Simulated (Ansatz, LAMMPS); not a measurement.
# Glassy Ga2O3 (115 atoms): where an added charge goes, part 2 of 4

Aim: add and remove one electron in glassy Ga2O3 (115 atoms), with atoms held and relaxed, and read trapping energy and localisation.

Ansatz 0.2.0; Kohn-Sham DFT, PBE, PAW (set soft_1), plane waves.

The cell: 46 Ga and 69 O. The quench rate of 100 K/ps is orders of magnitude faster than experiment. The network of bonds at the start is that of the classical potential that made the cell. Sampling is at Γ alone, for a cell whose shortest periodic width is 11 Å.

So far. Step 2 (Single point at the start): The r.m.s. force at the start is 0.63 eV/Å. Step 3 (Relaxation): The relaxation converged after 22 steps, 11.5 eV below its start, with a largest force component of 0.026 eV/Å.

## (4) Single point at the relaxed geometry

One more single point at the end of the walk gives the fuller output and checks the residual forces.

File input.yaml:

```yaml
crystal:
  lattice:
    - [11.0541, 0.0, 0.0]
    - [0.0, 11.0541, 0.0]
    - [0.0, 0.0, 11.0541]
  atoms:
    - { symbol: Ga, position: [0.30376, 0.4586, 0.9646] }
    - { symbol: Ga, position: [0.8088, 0.78277, 0.5106] }
    - { symbol: Ga, position: [0.77621, 0.45317, 0.07512] }
    - { symbol: Ga, position: [0.15741, 0.29052, 0.20885] }
    - { symbol: Ga, position: [0.44044, 0.44139, 0.25087] }
    - { symbol: Ga, position: [0.47477, 0.61436, 0.4896] }
    [... 103 atom lines left out ...]
    - { symbol: O, position: [0.90819, 0.51819, 0.96695] }
    - { symbol: O, position: [0.09574, 0.40888, 0.51095] }
    - { symbol: O, position: [0.88797, 0.75771, 0.10843] }
    - { symbol: O, position: [0.77807, 0.34645, 0.699] }
    - { symbol: O, position: [0.97434, 0.02388, 0.12985] }
    - { symbol: O, position: [0.77845, 0.08448, 0.73852] }
kpoints:
  mp_grid: { grid: [1, 1, 1] }
hamiltonian:
  xc: pbe
  pseudopotentials: { kind: paw, azcp: { folder: soft_1 } }
scf:
  occupations: { method: fixed }
output:
  forces: true
  stress: true
  populations: true
  dos:
    method: { smearing: { sigma: 0.08 } }
    de: 0.1
    projected: { site_lists: { Ga: [Ga], O: [O] } }
  eigenvalues: true
  write_density: true
  write_potential: true
  volumetric_format: npy
  elf: true
```

Started as:

```console
$ ansatz run input.yaml --threads 4 --pin off --max-ram 8192MiB --backend cpu --events-out ev --progress --plain --runs-dir out
```

Numbers of over 12 decimals in the logs are rounded to 6 here.

Log:

```text
[...]
Crystal: 115 atoms, lattice volume = 1350.735 Å³
Basis set: ecut = 420 eV, 26529 PW (Γ), exchange–correlation on 150×150×150 points (8 copies of the dense FFT grid, shifted against one another)
Bands: 621, of which v1, the nominal top of the filled ones, is band 506 counted from 1 (505 counted from 0)
Symmetry: 1 space group operations
[...]
k-points: 1
[...]
SCF iter   1: F=—  HF=-213224.864021 eV  |F-HF|=—  |Δ(HF+E_count)|=         —  Δρ=1.14e-1  dr2=8.73e1  ethr=3.10e-3  ⟨swp⟩=5.0  Hψ=1859  notcnv=0  defer=108
[...]
SCF iter  13: F=-213195.627643 eV  HF=-213195.627643 eV  |F-HF|=5.24e-8  |Δ(HF+E_count)|=   1.32e-7  Δρ=2.11e-6  dr2=6.28e-8  ethr=9.88e-12  ⟨swp⟩=13.0  Hψ=4915  notcnv=0
SCF 1 converged in 13 iterations: F = -213195.627643 eV  dr2 = 6.28e-8
[...]
SCF converged after 13 iterations
Free energy (F): -213195.627643 eV
[...]
Internal energy: -213195.627643 eV  (E = F + TS)
E sigma→0 (E₀):  -213195.627643 eV
Fermi energy:    6.946929 eV
[...]
--- Forces (eV/Å), atoms counted from 1 ---
  atom   1  Ga    -0.00702445     0.00728142    -0.00292895
  atom   2  Ga    -0.00026340     0.00648001    -0.00175263
  atom   3  Ga    -0.00057449    -0.00197605     0.00278310
  atom   4  Ga     0.00122169     0.00323169     0.00231486
  atom   5  Ga    -0.00337930     0.00377220     0.00439901
  atom   6  Ga     0.00057064     0.00349265    -0.00634388
  atom   7  Ga     0.01129838    -0.00971427    -0.00007781
  atom   8  Ga    -0.01437283    -0.00499608     0.00095704
  atom   9  Ga    -0.00038213    -0.00017813     0.00047308
  atom  10  Ga     0.01281472    -0.00837100     0.00310448
  atom  11  Ga     0.00055665    -0.01151677     0.02654027
  atom  12  Ga     0.01241040    -0.00715423    -0.00296097
  atom  13  Ga     0.00705715    -0.00735638     0.00605105
  atom  14  Ga    -0.00118606     0.00731644    -0.00848632
[...]
atom 114  O     -0.00663774     0.00146565     0.00163928
  atom 115  O     -0.00865298    -0.00136446    -0.00152428
  max |Σ_I F_I| component: 4.73e-5 eV/Å
--- Stress (GPa, compression-positive) ---
       -2.538431      -0.096918       0.501667
       -0.096918      -1.063290       0.529546
        0.501667       0.529546      -1.297840
  P = ⅓ Tr σ = -1.6332 GPa (-16.332 kbar)
--- Band table (eV) ---
[...]
--- Löwdin populations: 115 sites ---
  site symbol       q [e]
     0     Ga     11.9430
     1     Ga     11.9217
     2     Ga     11.9797
[...]
114      O      6.6753
  spilling = 0.002668 (of n_electrons = 1012.000000)
```

It took 47 s on 4 threads of Arm Neoverse V2, shared host; peak memory 2.4 GiB.

Numbers from this run:

```
free energy                                      : -213195.6276 eV
free energy per atom                             : -1853.8750 eV/atom
SCF cycles                                       : 13
pressure                                         : -1.633 GPa
r.m.s. force component                           : 0.00579 eV/Å
longest force                                    : 0.02894 eV/Å
Fermi energy                                     : 6.947 eV
gap (highest filled to lowest empty level) : 1.318 eV
spilling of the projection                       : 0.002668
```

Löwdin charges by element and coordination (they lack the spilled electrons, 0.023 e an atom on average):

```tsv
element	coordination	atoms	mean charge (e)	spread	least	most
Ga	all	46	1.06	0.0188	1.02	1.11
Ga	4	16	1.08	0.0152	1.06	1.11
Ga	5	23	1.06	0.0119	1.04	1.09
Ga	6	7	1.04	0.0093	1.02	1.05
O	all	69	-0.670	0.0128	-0.700	-0.632
O	2	1	-0.700	0	-0.700	-0.700
O	3	53	-0.671	0.0107	-0.699	-0.647
O	4	15	-0.665	0.016	-0.697	-0.632
```

Density of states as counts of states in windows of 1 eV (from the Fermi level), total and the larger projections:

```tsv
from (eV)	to (eV)	total	O p	Ga p	Ga s
-10	-8	0.0	0.0	0.0	0.0
-8	-7	0.7	0.4	0.0	0.2
-7	-6	35.9	21.9	1.7	10.8
-6	-5	36.9	23.4	2.6	8.6
-5	-4	46.7	33.4	7.7	3.3
-4	-3	60.0	46.6	9.3	1.7
-3	-2	71.2	60.3	7.6	0.9
-2	-1	88.6	81.4	3.9	0.5
-1	0	72.3	69.6	1.0	0.2
0	1	1.6	1.6	0.0	0.0
1	2	2.0	0.1	0.0	1.3
2	3	0.0	0.0	0.0	0.0
3	4	8.9	2.5	1.6	3.1
4	5	20.6	5.4	4.0	7.9
```

The curve was stored every 0.100 eV, coarse against its broadening of 0.08 eV, so these counts are rough.

With fixed occupations the program's Fermi level is the highest filled level; weight inside the gap is the broadening of levels at its edges.

Between -19 and -10 eV lie 598 more states.

The levels nearest the highest filled one (over half full), pooled over k-points and spins:

```tsv
level less the highest filled one (eV)	occupation
-0.361	2
-0.322	2
-0.241	2
-0.205	2
-0.189	2
0	2
1.32	0
3.50	0
3.64	0
3.69	0
3.78	0
3.97	0
```

Electrostatic potential energy in the ab plane at fractional z = 0.499, with atoms of Ga and O within 0.2 Å of it. With pseudopotentials it is smooth inside the atoms' cores, unlike the true potential.

Values in eV, 13 rows by 16 columns, each cell a mean:
```
  9   6   6  11  11 -11 -25   2   2   2   8  10   8  10  11   4
  2   1  -2   8   9   6   2   5   5   2   7   9   4   4   8   6
 11   0 -26  -5   9  10  12  11   6   8  11   4  17  20   2  10
 13  13   6  11  12  12   9   6   7  11  12   7   5   7   5  11
 11  12  12  12  12  11   3  19   9   7  12  12  10  10   6   5
  3   9   9   6   8   9   2  13   6   8  12  12  12  10   4  13
  4   3   6   1   4 -17 -19   6   9  10   8   8   1   1   6  21
 -1 -26 -10   9   9  -4  -8   7  10   8  -1  -1  -4   0   7   3
  3  -4   7  12  10   3  19   9   7  10   5   5  11  13  11   7
 21   7   7  12   9   1  14   6   8  12  12  12  13   9   5   3
 12   4   8  11 -19 -21   7   9  12  13  13  11   9 -13 -18   2
  6   6  11  12   0   0  12  13  13   8  -2   3   3   0   7  11
  3   2  10  11  11   9   7  12  11  -7 -23  -1   3   1   9  10
```
Columns run along a (11.1 Å; values clipped at the 3rd and 97th percentile), rows up along b (11.1 Å). Atoms in or near the plane, at fractional coordinates: Ga at (0.81, 0.78), Ga at (0.47, 0.61), Ga at (0.41, 0.30), Ga at (0.03, 0.23), Ga at (0.96, 0.52), O at (0.30, 0.17), O at (0.15, 0.80), O at (0.37, 0.47), O at (0.38, 0.95), O at (0.10, 0.41).

Valence density in the ab plane at fractional z = 0.499, with atoms of Ga and O within 0.2 Å of it. It is the smooth field of the valence electrons, not physical close to the nuclei.

Values in e/Å³, 13 rows by 16 columns, each cell a mean:
```
 2  1  0  0  0  2  5  1  1  1  0  0  0  0  0  0
 1  1  1  0  0  1  1  0  1  1  0  0  0  0  0  0
 0  1  5  2  0  0  0  0  0  0  0  0  8 12  0  0
 0  0  1  0  0  0  0  0  0  0  0  0  2  2  1  0
 0  0  0  0  0  0  1 12  3  0  0  0  0  0  1  1
 1  0  0  0  0  0  1  7  2  0  0  0  0  0  1  6
 1  1  0  0  0  3  4  0  0  0  0  0  1  1  2 15
 1  5  2  0  0  1  2  0  0  0  0  0  1  1  0  0
 0  1  0  0  0  1 12  4  0  0  0  0  0  0  0  0
12  2  0  0  0  1  8  2  0  0  0  0  0  1  1  1
 4  1  0  0  4  4  0  0  0  0  0  0  0  2  3  1
 1  1  0  0  1  1  0  0  0  1  1  0  1  1  0  0
 1  1  0  0  0  0  1  0  0  2  4  1  1  0  0  0
```
Columns run along a (11.1 Å), rows up along b (11.1 Å). Atoms in or near the plane, at fractional coordinates: Ga at (0.81, 0.78), Ga at (0.47, 0.61), Ga at (0.41, 0.30), Ga at (0.03, 0.23), Ga at (0.96, 0.52), O at (0.30, 0.17), O at (0.15, 0.80), O at (0.37, 0.47), O at (0.38, 0.95), O at (0.10, 0.41).

The highest filled and lowest empty levels differ by 1.32 eV (at Γ alone); a semilocal functional tends to put such gaps too low. In a disordered cell it changes from sample to sample, and tail or defect levels can set it. Mean Löwdin charges: Ga +1.06, O -0.67 e. The largest share in the top eV of filled states is O p (97 % of the projected weight), and in the lowest eV of empty states Ga s (64 % of the projected weight).

## (5) An extra electron, atoms held

The electron count changes by one with the atoms held: a vertical process, on a uniform background, with spin and a narrow Fermi–Dirac smearing. Its energy against the neutral cell hangs on the program's zero of potential.

File input.yaml:

```yaml
crystal:
  lattice:
    - [11.0541, 0.0, 0.0]
    - [0.0, 11.0541, 0.0]
    - [0.0, 0.0, 11.0541]
  atoms:
    [... the 115 atom lines of step 4 ...]
total_charge: -1
kpoints:
  mp_grid: { grid: [1, 1, 1] }
hamiltonian:
  xc: pbe
  pseudopotentials: { kind: paw, azcp: { folder: soft_1 } }
scf:
  occupations: { method: fermi_dirac, width: 0.01 }
  lower_state_search: "off"
output:
  forces: true
  stress: true
  populations: true
  dos:
    method: { smearing: { sigma: 0.1 } }
    de: 0.1
    projected: { site_lists: { Ga: [Ga], O: [O] } }
  eigenvalues: true
  write_density: true
  write_potential: true
  volumetric_format: npy
magnetization:
  spin_polarized: true
  initial_magnetization: 1
```

Log:

```text
[...]
Crystal: 115 atoms, lattice volume = 1350.735 Å³
Basis set: ecut = 420 eV, 26529 PW (Γ), exchange–correlation on 150×150×150 points (8 copies of the dense FFT grid, shifted against one another)
Bands: 622, of which v1, the nominal top of the filled ones, is band 507 counted from 1 (506 counted from 0)
Symmetry: 1 space group operations
[...]
k-points: 1
[...]
Starting moments: Σ|m| = 1 μB on 115 of 115 sites
[...]
SCF iter   1: F=—  HF=-213213.493125 eV  |F-HF|=—  |Δ(HF+E_count)|=         —  Δρ=5.58e-2 (↑5.38e-2 ↓5.58e-2)  dr2=8.08e1  dr2_m=1.40e-2  M=1.000 μB ∫|m|=1.090 μB  β_m=1.00  ethr=3.10e-3  ⟨swp⟩=6.0  Hψ=4130  notcnv=0  defer=102
[...]
spin=Collinear: Resta preconditioning applied to the charge; magnetization (m = ρ↑ − ρ↓) channel mixes plain (no charge-response kernel on spin).
SCF iter   2: F=—  HF=-213198.936392 eV  |F-HF|=—  |Δ(HF+E_count)|=         —  Δρ=3.61e-2 (↑3.61e-2 ↓3.60e-2)  dr2=3.49e1  dr2_m=1.38e-3  M=0.513 μB ∫|m|=0.619 μB  β_m=0.30  ethr=3.10e-3  ⟨swp⟩=3.0  Hψ=2348  notcnv=0  defer=218
[...]
SCF iter   9: F=—  HF=-213187.379923 eV  |F-HF|=—  |Δ(HF+E_count)|=   6.24e-3  Δρ=1.44e-4 (↑1.42e-4 ↓1.44e-4)  dr2=4.73e-4  dr2_m=9.67e-5  M=0.315 μB ∫|m|=0.380 μB  β_m=0.30  ethr=1.57e-7  ⟨swp⟩=2.0  Hψ=1912  notcnv=0  defer=218
[...]
spin-set hold released at iteration 9 (site moments contracting): the magnetisation degrees of freedom join the quasi-Newton model from the next iteration; the mixer history was flushed
SCF iter  10: F=—  HF=-213187.380442 eV  |F-HF|=—  |Δ(HF+E_count)|=   5.18e-4  Δρ=1.19e-4 (↑1.14e-4 ↓1.19e-4)  dr2=3.09e-4  dr2_m=7.42e-5  M=0.295 μB ∫|m|=0.357 μB  β_m=0.65  ethr=4.67e-8  ⟨swp⟩=3.0  Hψ=1878  notcnv=0  defer=218
SCF iter  11: F=—  HF=-213187.381470 eV  |F-HF|=—  |Δ(HF+E_count)|=   1.03e-3  Δρ=7.51e-5 (↑7.51e-5 ↓4.81e-5)  dr2=8.34e-5  dr2_m=2.48e-5  M=0.219 μB ∫|m|=0.264 μB  β_m=0.63  ethr=3.05e-8  ⟨swp⟩=2.0  Hψ=2040  notcnv=0  defer=218
[...]
SCF iter  18: F=—  HF=-213187.379966 eV  |F-HF|=—  |Δ(HF+E_count)|=   3.35e-7  Δρ=2.97e-6 (↑2.91e-6 ↓2.97e-6)  dr2=3.67e-7  dr2_m=2.09e-9  M=0.002 μB ∫|m|=0.003 μB  β_m=0.67  ethr=3.79e-11  ⟨swp⟩=2.0  Hψ=2040  notcnv=0  defer=218
SCF iter  19: F=-213187.379966 eV  HF=-213187.379966 eV  |F-HF|=3.32e-9  |Δ(HF+E_count)|=   4.66e-8  Δρ=3.69e-7 (↑3.69e-7 ↓3.57e-7)  dr2=6.70e-9  dr2_m=2.99e-11  M=0.000 μB ∫|m|=0.000 μB  ethr=9.87e-12  ⟨swp⟩=12.0  Hψ=9206  notcnv=0
WARN: the starting moments were not kept: the SCF closed with an absolute magnetisation of 1.1e-4 μB, where they sum to 1 μB in size (115 sites). That is at most 0.1 of that sum. Measured as dr2_m measures the in/out step, that magnetisation stands 6.5e-11 eV from none, [...]
SCF 1 converged in 19 iterations: F = -213187.379966 eV  dr2 = 6.70e-9
[...]
SCF converged after 19 iterations
Magnetization: 0.0001 μB (506.5000 up, 506.5000 down)
Absolute magnetization: 0.0001 μB (∫|ρ↑−ρ↓|, with the PAW one-centre terms)
[...]
Per-site moments (μB) at R_I (Å): [(2.723241424832517e-7, 0.790884), (3.380322676447864e-7, 0.789976), (1.877808151512513e-7, 0.773001), (4.6686178190598643e-7, 0.795521), (3.4367788686816295e-7, 0.777844), [...]
Free energy (F): -213187.379966 eV
[...]
Internal energy: -213187.366103 eV  (E = F + TS)
E sigma→0 (E₀):  -213187.373035 eV
Entropy (-TS):   -0.013863 eV (-0.121 meV/atom)
Fermi energy:    8.257814 eV
[...]
Σ components = -213187.379966   (vs F -213187.379966, Δ=0.00e0)
--- Forces (eV/Å), atoms counted from 1 ---
  atom   1  Ga    -0.02604989     0.02028095     0.06014563
  atom   2  Ga    -0.00276037     0.00175054    -0.00522081
  atom   3  Ga    -0.00441182     0.02821393     0.03526231
  atom   4  Ga     0.01635452    -0.00141329     0.01770446
[...]
atom 115  O     -0.03270499    -0.01239466     0.00624215
  max |Σ_I F_I| component: 1.20e-5 eV/Å
--- Stress (GPa, compression-positive) ---
       -2.010541      -0.115333       0.523879
       -0.115333      -0.563781       0.544206
        0.523879       0.544206      -0.737839
  P = ⅓ Tr σ = -1.1041 GPa (-11.041 kbar)
--- Band table (eV) ---
[...]
--- Löwdin populations: 115 sites ---
  site symbol       q [e]    m [muB]
     0     Ga     11.9582     0.0000
     1     Ga     11.9382     0.0000
     2     Ga     11.9914     0.0000
[...]
114      O      6.6789     0.0000
  spilling = 0.002680 (of n_electrons = 1013.000000)
```

It took 1.9 min on 4 threads; peak memory 4.1 GiB.

The program notes that starting moments were not kept.

An extra electron, atoms held: the energy stands 8.25 eV above that of the reference. An odd electron should give 1 μB; this run ended with the carrier shared between both spins.

The levels nearest the highest filled one (over half full), pooled over k-points and spins:

```tsv
level less the highest filled one (eV)	occupation
-1.32	1
-1.32	1
0	0.5
0	0.5
2.19	0
2.19	0
2.33	0
2.33	0
```

(Continued in part 3 of 4.)

[Logs are printed without paths, hosts, clocks, repeated set-up lines and the standing remarks that a program may print on its own settings, such as how far it seeks lower states.]

[Hosts, paths, dates, database ids (printed as entryN), source tags and the programs' standing remarks are cut or masked in the printed files.]
